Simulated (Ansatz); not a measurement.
# KTaSe3 (model cell, started as cubic perovskite with Ta in the octahedra): following an unstable mode

Wanted: the energy along a soft mode of KTaSe3 (model cell, started as cubic perovskite with Ta in the octahedra) and the structure at the end.

Method: DFT LDA, scalar-relativistic, plane waves, PAW; PAW set soft_1, in Ansatz 0.2.0.

The structure was built from a prototype and need not be the compound's stable phase.

## (1) Starting point

Symmetry: Pm-3m, No. 221, cubic system. The conventional cell has a = 4.999 Å, b = 4.999 Å, c = 4.999 Å, α = 90.00°, β = 90.00°, γ = 90.00°. K has 12 Se at 3.53 Å nearest. Nearest to Ta lie 6 Se at 2.50 Å. Se has 2 Ta at 2.50 Å and 4 K at 3.53 Å nearest. Farther neighbours and most contacts between anions are not listed.

As a file:

```cif
data_structure
_symmetry_space_group_name_H-M 'P 1'
_symmetry_Int_Tables_number 1
_cell_length_a 4.9989
_cell_length_b 4.9989
_cell_length_c 4.9989
_cell_angle_alpha 90.000
_cell_angle_beta 90.000
_cell_angle_gamma 90.000
_cell_volume 124.92
loop_
_atom_site_label
_atom_site_type_symbol
_atom_site_fract_x
_atom_site_fract_y
_atom_site_fract_z
_atom_site_occupancy
K1 K 0.00000 0.00000 0.00000 1
Ta2 Ta 0.50000 0.50000 0.50000 1
Se3 Se 0.50000 0.50000 0.00000 1
Se4 Se 0.50000 0.00000 0.50000 1
Se5 Se 0.00000 0.50000 0.50000 1
```

## (2) Response at finite wavevector

The cell comes from relaxations at this level that are not shown. Stability and thermal properties need the whole zone. Linear response on a 2×2×2 q mesh gives force constants as far as a supercell of that size would.

File input.yaml:

```yaml
crystal:
  lattice:
    - [4.998906978, 0.0, 0.0]
    - [0.0, 4.998906978, 0.0]
    - [0.0, 0.0, 4.998906978]
  atoms:
    - { symbol: K, position: [0.0, 0.0, 0.0] }
    - { symbol: Ta, position: [0.5, 0.5, 0.5] }
    - { symbol: Se, position: [0.5, 0.5, 0.0] }
    - { symbol: Se, position: [0.5, 0.0, 0.5] }
    - { symbol: Se, position: [0.0, 0.5, 0.5] }
kpoints:
  mp_grid: { grid: [8, 8, 8] }
hamiltonian:
  xc: lda
  pseudopotentials: { kind: paw, azcp: { folder: soft_1 }, xc_functional: pbe }
scf:
  occupations: { method: methfessel_paxton, width: 0.2 }
output:
  eigenvalues: true
phonons:
  method: dfpt
  qmesh: [2, 2, 2]
  temperatures: { t_max: 1000, t_step: 50 }
  qpath:
    path:
      - [[0.0, 0.0, 0.0], [0.0, 0.5, 0.0], [0.5, 0.5, 0.0], [0.0, 0.0, 0.0], [0.5, 0.5, 0.5], [0.0, 0.5, 0.0]]
      - [[0.5, 0.5, 0.5], [0.5, 0.5, 0.0]]
    npoints: 10
```

Launch:

```
ansatz run input.yaml --threads 4 --pin off --max-ram 16384MiB --backend cpu --events-out ev --progress --plain --runs-dir out
```

Numbers of over 12 decimals in the logs are rounded to 6 here.

The program printed:

```text
Engine: ansatz 0.2.0, aarch64-unknown-linux-gnu
Pseudopotentials: kind: paw
Pseudopotential: K, paw, valence charge 9, recommended cutoff 420 eV (normal), soft_1/K.paw.azcp
Pseudopotential: Ta, paw, valence charge 13, recommended cutoff 420 eV (normal), soft_1/Ta.paw.azcp
Pseudopotential: Se, paw, valence charge 16, recommended cutoff 420 eV (normal), soft_1/Se.paw.azcp
Functional definition: SPW92
  exchange = slater_x
  correlation = pw_c
Crystal: 5 atoms, lattice volume = 124.918 Å³
Basis set: ecut = 420 eV, 2469 PW (Γ), exchange–correlation on 72×72×72 points (8 copies of the dense FFT grid, shifted against one another)
Bands: 42, of which v1, the nominal top of the filled ones, is band 35 counted from 1 (34 counted from 0)
Symmetry: 48 space group operations
k-points: 35 of 512
Non-local potential: K, projectors of the file, l = 0: 3, l = 1: 2, l = 2: 2
Non-local potential: Ta, projectors of the file, l = 0: 3, l = 1: 2, l = 2: 2, l = 3: 1
Non-local potential: Se, projectors of the file, l = 0: 2, l = 1: 2, l = 2: 3, l = 3: 1
PAW form: soft (Blöchl's): semilocal exchange-correlation on the pseudo side does not see the compensation charge
PAW frozen core: K, regenerated for the run's functional, and the local potential with it (the file was generated under x = pbe(κ = 0.804, μ = 0.219515), c = pbe(β = 0.066725))
PAW frozen core: Ta, regenerated for the run's functional, and the local potential with it (the file was generated under x = pbe(κ = 0.804, μ = 0.219515), c = pbe(β = 0.066725))
PAW frozen core: Se, regenerated for the run's functional, and the local potential with it (the file was generated under x = pbe(κ = 0.804, μ = 0.219515), c = pbe(β = 0.066725))
PAW one-centre angular grid: K, 110 points (default); XC on 64 Gauss nodes
PAW one-centre angular grid: Ta, 590 points (default); XC on 64 Gauss nodes
PAW one-centre angular grid: Se, 590 points (default); XC on 64 Gauss nodes
Initial density: superposition of atomic densities (chi_scale 0.1, normalization cell, long waves kept (reshape's long-wave potential 0.00 eV rms))
Initial wavefunctions: pseudopotential atomic-orbital guess
Functional: x = slater, c = lda
SCF iter   1: F=—  HF=-27334.667826 eV  |F-HF|=—  |Δ(HF+E_count)|=         —  Δρ=4.68e-2  dr2=4.82e0  ethr=3.10e-3  ⟨swp⟩=7.5  Hψ=5542  notcnv=0
preconditioner: auto → Kerker (q_TF=auto, 2.477 Å⁻¹)  [metal: Δε(μ)=0.057 eV  Ē_g=10.276 eV  σ=0.200 eV  W_gap=0.24  n_scr=26 (ndim 8)  ℏωp=18.2 eV  f_vac=0.008  D(μ)=3.45/eV (n_scr^D=26)]
SCF iter   2: F=—  HF=-27333.747794 eV  |F-HF|=—  |Δ(HF+E_count)|=   9.20e-1  S|Δr|=    0.00e0  Δρ=2.40e-2  dr2=1.29e0  ethr=3.10e-3  ⟨swp⟩=2.1  Hψ=2224  notcnv=0  defer=56
SCF iter   3: F=—  HF=-27333.344664 eV  |F-HF|=—  |Δ(HF+E_count)|=   4.03e-1  S|Δr|=    0.00e0  Δρ=5.89e-3  dr2=9.96e-2  ethr=1.84e-3  ⟨swp⟩=2.4  Hψ=2180  notcnv=0  defer=56
SCF iter   4: F=—  HF=-27333.312569 eV  |F-HF|=—  |Δ(HF+E_count)|=   3.21e-2  S|Δr|=    0.00e0  Δρ=3.05e-3  dr2=3.67e-2  ethr=1.42e-4  ⟨swp⟩=2.0  Hψ=2892  notcnv=0  defer=57
SCF iter   5: F=—  HF=-27333.295161 eV  |F-HF|=—  |Δ(HF+E_count)|=   1.74e-2  S|Δr|=    0.00e0  Δρ=1.42e-3  dr2=5.37e-3  ethr=5.25e-5  ⟨swp⟩=2.2  Hψ=2559  notcnv=0  defer=57
SCF iter   6: F=—  HF=-27333.293290 eV  |F-HF|=—  |Δ(HF+E_count)|=   1.87e-3  S|Δr|=    0.00e0  Δρ=3.59e-4  dr2=2.83e-4  ethr=7.67e-6  ⟨swp⟩=2.0  Hψ=1915  notcnv=0  defer=57
SCF iter   7: F=—  HF=-27333.293276 eV  |F-HF|=—  |Δ(HF+E_count)|=   1.39e-5  S|Δr|=    0.00e0  Δρ=1.28e-4  dr2=3.76e-5  ethr=4.05e-7  ⟨swp⟩=2.0  Hψ=1896  notcnv=0  defer=57
SCF iter   8: F=—  HF=-27333.293276 eV  |F-HF|=—  |Δ(HF+E_count)|=   1.45e-7  S|Δr|=    0.00e0  Δρ=3.42e-5  dr2=2.84e-6  ethr=5.36e-8  ⟨swp⟩=2.0  Hψ=1689  notcnv=0  defer=57
SCF iter   9: F=—  HF=-27333.293275 eV  |F-HF|=—  |Δ(HF+E_count)|=   3.19e-7  S|Δr|=    0.00e0  Δρ=1.02e-5  dr2=2.48e-7  ethr=4.06e-9  ⟨swp⟩=2.0  Hψ=2588  notcnv=0  defer=57
SCF iter  10: F=—  HF=-27333.293275 eV  |F-HF|=—  |Δ(HF+E_count)|=   4.86e-8  S|Δr|=    0.00e0  Δρ=2.95e-6  dr2=1.15e-8  ethr=3.54e-10  ⟨swp⟩=2.3  Hψ=2390  notcnv=0  defer=57
SCF iter  11: F=—  HF=-27333.293275 eV  |F-HF|=—  |Δ(HF+E_count)|=   5.96e-9  S|Δr|=    0.00e0  Δρ=5.50e-7  dr2=4.39e-10  ethr=1.64e-11  ⟨swp⟩=2.0  Hψ=1595  notcnv=0  defer=57
SCF iter  12: F=—  HF=-27333.293275 eV  |F-HF|=—  |Δ(HF+E_count)|=  2.29e-10  S|Δr|=    0.00e0  Δρ=1.57e-7  dr2=3.19e-11  ethr=1.00e-12  ⟨swp⟩=2.4  Hψ=2584  notcnv=0  defer=57
SCF iter  13: F=-27333.293275 eV  HF=-27333.293275 eV  |F-HF|=0.00e0  |Δ(HF+E_count)|=  3.64e-12  S|Δr|=    0.00e0  Δρ=3.29e-8  dr2=8.87e-13  ethr=1.00e-12  ⟨swp⟩=11.2  Hψ=7804  notcnv=0
SCF 1 converged in 13 iterations: F = -27333.293275 eV  dr2 = 8.87e-13
  greatest PAW one-centre occupation: 1.000 electrons in one spin orbital (limit 2), on the Se atom at site 3 (counted from 0), in its partial waves of l = 2
Initial density: read from a saved state, or passed on in memory by an earlier SCF of this step, an earlier step, the calling program or the single point that the run made first
iter 1 solved again at ethr=2.21e-7 eV; its pass at ethr=3.10e-3 eV (dr2=1.55e-4 eV) is discarded
SCF iter   1: F=—  HF=-27333.293275 eV  |F-HF|=—  |Δ(HF+E_count)|=         —  Δρ=1.01e-6  dr2=9.99e-10  ethr=2.21e-7  ⟨swp⟩=3.0  Hψ=8588  notcnv=0
eigensolver tolerance schedule: the retry pair's looser diagonalisation over-reported the residual by 154956.17 of it (diagonalisation noise at an unbounded share of the residual, at the tolerance the schedule requests for it); recorded, not acted on — ethr = c·dr2/N_el stays at c = 1.0e-1
preconditioner: auto → LDOS  [metal: Δε(μ)=0.071 eV  Ē_g=10.180 eV  σ=0.200 eV  W_gap=0.30  n_scr=26 (ndim 8)  ℏωp=18.2 eV  f_vac=0.042  D(μ)=3.59/eV (n_scr^D=26)  β→1.0]
SCF iter   2: F=—  HF=-27333.293275 eV  |F-HF|=—  |Δ(HF+E_count)|=   6.53e-7  S|Δr|=    0.00e0  Δρ=1.12e-6  dr2=1.33e-9  ethr=1.43e-12  ⟨swp⟩=3.9  Hψ=4240  notcnv=0
SCF iter   3: F=—  HF=-27333.293275 eV  |F-HF|=—  |Δ(HF+E_count)|=  3.46e-10  S|Δr|=    0.00e0  Δρ=5.55e-7  dr2=3.18e-10  ethr=1.43e-12  ⟨swp⟩=2.0  Hψ=2426  notcnv=0
SCF iter   4: F=—  HF=-27333.293275 eV  |F-HF|=—  |Δ(HF+E_count)|=  4.00e-11  S|Δr|=    0.00e0  Δρ=3.95e-7  dr2=1.49e-10  ethr=1.00e-12  ⟨swp⟩=1.0  Hψ=1470  notcnv=0
SCF iter   5: F=-27333.293275 eV  HF=-27333.293275 eV  |F-HF|=3.64e-12  |Δ(HF+E_count)|=  5.09e-11  S|Δr|=    0.00e0  Δρ=2.58e-8  dr2=1.21e-12  ethr=1.00e-12  ⟨swp⟩=3.1  Hψ=4802  notcnv=0
SCF 2 converged in 5 iterations: F = -27333.293275 eV  dr2 = 1.21e-12
  greatest PAW one-centre occupation: 1.000 electrons in one spin orbital (limit 2), on the Se atom at site 4 (counted from 0), in its partial waves of l = 2
phonons: the bands overlap, so this run is a metal and interpolates without the dipole-dipole term. If the crystal is really an insulator or semiconductor, its LO-TO splitting is missing
NSCF: frozen V_eff on 35 k-points
NSCF: frozen V_eff on 125 k-points
DFPT response loops at q = (0, 0, 0) (fractional): preconditioner auto → Kerker (q_TF=auto, 2.477 Å⁻¹) (partly filled bands, converged f_vac=0.042); β = 1.00, the filter's whole step (`scf.mixing.beta` (0.50) is not read by the response loops under this deck's `scf.mixing.preconditioner`; to damp them name `kerker` or `kerker_dos`, under which they read `scf.mixing.beta`, and type it under 1.00, their step now; both keys bind the ground state too); Broyden in place of MSR1
NSCF: frozen V_eff on 250 k-points
DFPT response loops at q = (0, 0, -0.5) (fractional): mixed as the last ones told, above
NSCF: frozen V_eff on 250 k-points
DFPT response loops at q = (0, -0.5, -0.5) (fractional): mixed as the last ones told, above
NSCF: frozen V_eff on 250 k-points
DFPT response loops at q = (-0.5, -0.5, -0.5) (fractional): mixed as the last ones told, above
SCF converged after 13 iterations
Stability not checked: this state was not tested for a lower state beside it, because cold or Methfessel-Paxton smearing, or corrected tetrahedra, fill the levels in a way that the test cannot read (fill_not_monotonic; see scf.lower_state_search)
Free energy (F): -27333.293275 eV
Harris-Foulkes:  -27333.293275 eV  (|F-HF|=0.00e0)
Internal energy: -27333.281853 eV  (E = F + TS)
E sigma→0 (E₀):  -27333.290420 eV
Entropy (-TS):   -0.011422 eV (-2.284 meV/atom)
Fermi energy:    8.278294 eV
Step filling:    the computed levels leave a gap of 0.0714 eV = 0.4 smearing widths at the electron count; against every level under it full and every level over it empty, smearing changes F+E_penalty+E_count by -2.560 meV and its σ→0 estimate by +0.295 meV
--- Per-component energies (eV) ---
  E_band       = -1468.784412
  E_kinetic    = 983.652233
  E_local      = -10023.614348  (includes V_loc(G=0)·N_el)
  E_nonlocal   = -1042.091053
  E_hartree    = 5002.893353
  E_xc         = -706.878236
  E_vxc        = -670.917186  (∫ρ·V_xc dr)
  E_paw        = -14938.060107  (= ΣΔE_a)
  E_vpaw       = -721.599687  (= ΣTr[D̂ρ^β])
  E_aug_tail   = -0.001027  (compensation charges beyond the density's cutoff)
  E_ewald      = -6616.351246
  E_core_change = 7.168577  (= ΣΔE_core)
  E_smearing   = -0.011422  (= −TS)
  E_closure    = 0.000000  (closes the sum)
  Σ components = -27333.293275   (vs F -27333.293275, Δ=0.00e0)
--- Band table (eV; the first three rows and the last of 35) ---
  k-point 0: bands = [... 31 lower, 6.9847, 7.4134, 7.4134, 7.4134, 7.7858, 7.7858, 7.7858, 9.8038, ... 3 higher]
  k-point 1: bands = [... 31 lower, 6.8767, 7.1222, 7.4227, 7.4874, 7.4874, 8.3395, 8.3395, 9.8178, ... 3 higher]
  k-point 2: bands = [... 31 lower, 6.2446, 6.6428, 7.4457, 7.4753, 7.4753, 9.2217, 9.2217, 9.8428, ... 3 higher]
  k-point 34: bands = [... 31 lower, 3.6641, 8.5047, 8.5047, 8.5047, 10.4980, 10.4980, 10.4980, 11.5624, ... 3 higher]
--- Phonons (Γ-DFPT): 4 representative perturbations + reference (Σ response iterations 13) ---
  ASR residual: 3.631e-5 → 0.000e0 eV/Å²; symmetrization residual: 5.595e-6 eV/Å²
  ASR residual per site (eV/Å²): 1.09e-5 4.12e-6 3.63e-5 3.63e-5 3.63e-5
  Γ frequencies (cm⁻¹): 0.00 0.00 0.00 45.85 45.85 45.85 61.21 61.21 61.21 80.42 80.42 80.42 230.71 230.71 230.71
--- Phonons (arbitrary-q DFPT): 4 irreducible q on the 2×2×2 mesh ---
  q = [0.0000, 0.0000, 0.0000] (star 1, of the zone-centre solve; hermiticity 8.94e-7, symmetrization 8.25e-12): -0.00 -0.00 0.00 45.85 45.85 45.85 61.21 61.21 61.21 80.42 80.42 80.42 230.71 230.71 230.71
  q = [0.0000, 0.0000, -0.5000] (star 3, 9 solved perturbations in 975 linear systems a pass and spin channel, the states on 125 of 512 k-point pairs; hermiticity 5.75e-7, symmetrization 1.16e-12): 13.03 13.03 58.79 58.79 66.56 66.56 74.00 75.70 91.76 94.53 94.53 148.07 229.36 229.36 263.67
  q = [0.0000, -0.5000, -0.5000] (star 3, 9 solved perturbations in 975 linear systems a pass and spin channel, the states on 125 of 512 k-point pairs; hermiticity 1.18e-6, symmetrization 2.43e-12): -45.35 -19.39 65.02 65.02 71.03 85.78 89.67 89.67 91.11 91.11 128.08 149.50 149.50 228.32 284.77
  q = [-0.5000, -0.5000, -0.5000] (star 1, 4 solved perturbations in 350 linear systems a pass and spin channel, the states on 125 of 512 k-point pairs; hermiticity 4.36e-7, symmetrization 6.96e-12): -126.59 -126.59 -48.78 -48.78 -48.78 71.25 71.25 71.25 128.10 128.10 128.10 149.59 149.59 149.59 302.07
  sum rule: each row above includes the acoustic sum rule's correction from the zone centre's row sums; it moved no ω² by more than (0.35 cm⁻¹)²
  mesh force constants: q→R imaginary residual 2.22e-18; ASR residual 3.631e-5 → 0.000e0 eV/Å²; symmetrization residual 1.066e-14 eV/Å²
  interpolated dispersion: 62 rows × 15 modes
  density of states and harmonic sums: on the 14×14×14 q-mesh, interpolated from the force constants of a 2×2×2 supercell (no non-analytic term)
  largest difference from the sums on the solved wave vectors: F 2.31e-1 eV, S 3.14e-4 and C_V 8.49e-5 eV/K
  zero-point energy: 0.095539 eV/cell   skipped modes (ω ≤ 0): 120, of them read as no rigid motion or as one in doubt: 117 (7.853e-1 modes/cell left out, lowest -126.59 cm⁻¹)   left out of the sums: 5.24e-2 of the cell's modes: C_V's classical limit lies that fraction below 3 k_B per atom; for a crystal, a wire or a layer, F and S can be off by more, and a phonons.interpolated_qmesh denser along its periods is the remedy for the sampling
```

Elapsed: 7.8 min, on 4 threads of Arm Neoverse V1, shared host; peak memory 1.8 GiB; 30 min of CPU time.

Numbers from this step:

```yaml
volume_per_atom: 24.98 Å³
gap_on_the_k_mesh: 0 eV
sum_rule_residual_before_enforcement: 3.63e-5 eV/Å²
lowest_frequency_on_the_path: -126.6 cm⁻¹
point_group: m-3m
highest_frequency_on_the_path_or_at_a_solved_wavevector: 302.9 cm⁻¹
highest_optical_mode_at_the_zone_centre_no_lo_to_term: 230.7 cm⁻¹
lowest_optical_zone_centre_mode: 45.85 cm⁻¹
lowest_mode_on_the_q_mesh_acoustic_modes_at_gamma_apart: -126.6 cm⁻¹
```

Frequencies (cm⁻¹) solved at each irreducible wavevector; negative means imaginary. Frequencies by wavevector, by row:

```
q in reciprocal lattice units  star  mode 1  mode 2  mode 3  mode 4  mode 13  mode 14  mode 15
                        0 0 0     1       0       0       0    45.9    230.7    230.7    230.7
                     0 0 -0.5     3      13      13    58.8    58.8    229.4    229.4    263.7
                  0 -0.5 -0.5     3   -45.4   -19.4      65      65    149.5    228.3    284.8
               -0.5 -0.5 -0.5     1  -126.6  -126.6   -48.8   -48.8    149.6    149.6    302.1
```

Interpolated from a 2×2×2 q mesh. The phonon branches at the labelled points (cm⁻¹):

```
    point  branch 1  branch 2  branch 3  branch 4  branch 12  branch 13  branch 14  branch 15
        Γ         0         0         0        46         80        231        231        231
  halfway        17        17        51        51        110        230        230        246
        X        13        13        59        59        148        229        229        264
  halfway        -8        28        49        67        149        172        229        280
        M       -45       -19        65        65        150        150        228        285
  halfway        14        23        56        61        114        197        230        268
        Γ         0         0         0        46         80        231        231        231
  halfway        14        14        40        69        115        185        185        289
        R      -127      -127       -49       -49        150        150        150        302
  halfway        15        21        33        55        144        149        172        298
        X        13        13        59        59        148        229        229        264
jump to R      -127      -127       -49       -49        150        150        150        302
  halfway       -66       -47        27        27        147        150        150        302
        M       -45       -19        65        65        150        150        228        285
```

Symmetry leaves 4 wavevectors to solve. The lowest mode among them, the acoustic zeros apart, lies at q = (-0.5, -0.5, -0.5) and is imaginary, 126.6i cm⁻¹, so the energy falls along it.

## (3) The mode frozen in, largest atomic shift 0 Å

The mode followed lies at q = (-0.5, -0.5, -0.5) with frequency 126.6i cm⁻¹ and is 2-fold degenerate, the softest among the wavevectors solved. At small amplitude the distorted cell has space group no. 139 by a symmetry search on the positions. The undistorted cell that holds it gives the zero of energy on the same k mesh.

System of this step: KTaSe3 (model cell, started as cubic perovskite with Ta in the octahedra). Symmetry: Pm-3m, No. 221, cubic system. Conventional cell: a = 4.999 Å, b = 4.999 Å, c = 4.999 Å, α = 90.00°, β = 90.00°, γ = 90.00°. Nearest to K lie 12 Se at 3.53 Å. Ta has 6 Se at 2.50 Å nearest. Nearest to Se lie 2 Ta at 2.50 Å and 4 K at 3.53 Å. Farther neighbours and most contacts between anions are not listed.

input.yaml, the sections that differ from step 2:

```yaml
crystal:
  lattice:
    - [4.998906978, 4.998906978, 0.0]
    - [4.998906978, 0.0, 4.998906978]
    - [4.998906978, 0.0, -4.998906978]
  atoms:
    - { symbol: K, position: [0.0, 0.0, 0.0] }
    - { symbol: K, position: [0.0, 0.5, 0.5] }
    - { symbol: Ta, position: [0.5, 0.25, 0.75] }
    - { symbol: Ta, position: [0.5, 0.75, 0.25] }
    - { symbol: Se, position: [0.5, 0.5, 0.5] }
    - { symbol: Se, position: [0.5, 0.0, 0.0] }
    - { symbol: Se, position: [0.0, 0.5, 0.0] }
    - { symbol: Se, position: [0.0, 0.0, 0.5] }
    - { symbol: Se, position: [0.5, 0.5, 0.0] }
    - { symbol: Se, position: [0.5, 0.0, 0.5] }
output:
  forces: true
  stress: true
  eigenvalues: true
# kpoints, hamiltonian, scf: as in step 2
# phonons: removed
```

The program printed:

```text
[...]
Crystal: 10 atoms, lattice volume = 249.836 Å³
Basis set: ecut = 420 eV, 4909 PW (Γ)
Bands: 84, of which v1, the nominal top of the filled ones, is band 70 counted from 1 (69 counted from 0)
Symmetry: 96 space group operations
[...]
k-points: 29 of 512
[...]
k-point 0: bands = [... 66 lower, 7.4352, 7.7835, 7.7835, 7.7835, 8.4961, 8.4961, 8.4961, 9.8268, ... 10 higher]
  k-point 1: bands = [... 66 lower, 7.5035, 7.9708, 7.9708, 8.0204, 8.3432, 8.3432, 8.4184, 10.1210, ... 10 higher]
  k-point 2: bands = [... 66 lower, 7.2618, 7.9793, 7.9793, 8.2101, 8.3449, 8.4937, 8.4937, 10.0309, ... 10 higher]
  k-point 28: bands = [... 66 lower, 6.4982, 6.4982, 7.5402, 7.5402, 9.2188, 9.2188, 10.1314, 10.1314, ... 10 higher]
[key lines of the parts left out:]
SCF converged after 10 iterations
Free energy (F): -54666.638005 eV
Fermi energy:    8.256866 eV
P = ⅓ Tr σ = -0.1008 GPa (-1.008 kbar)
```

The job ended after 12 s (4 threads; peak memory 0.98 GiB).

This step gave:

- pressure: -0.1008 GPa
- energy from the undistorted cell: 0 meV/atom

The run ends at a pressure of -0.10 GPa.

(Continued in part 2 of 3.)

[Logs are printed without paths, hosts, clocks, repeated set-up lines and the standing remarks that a program may print on its own settings, such as how far it seeks lower states.]

[Hosts, paths, dates, database ids (printed as entryN), source tags and the programs' standing remarks are cut or masked in the printed files.]
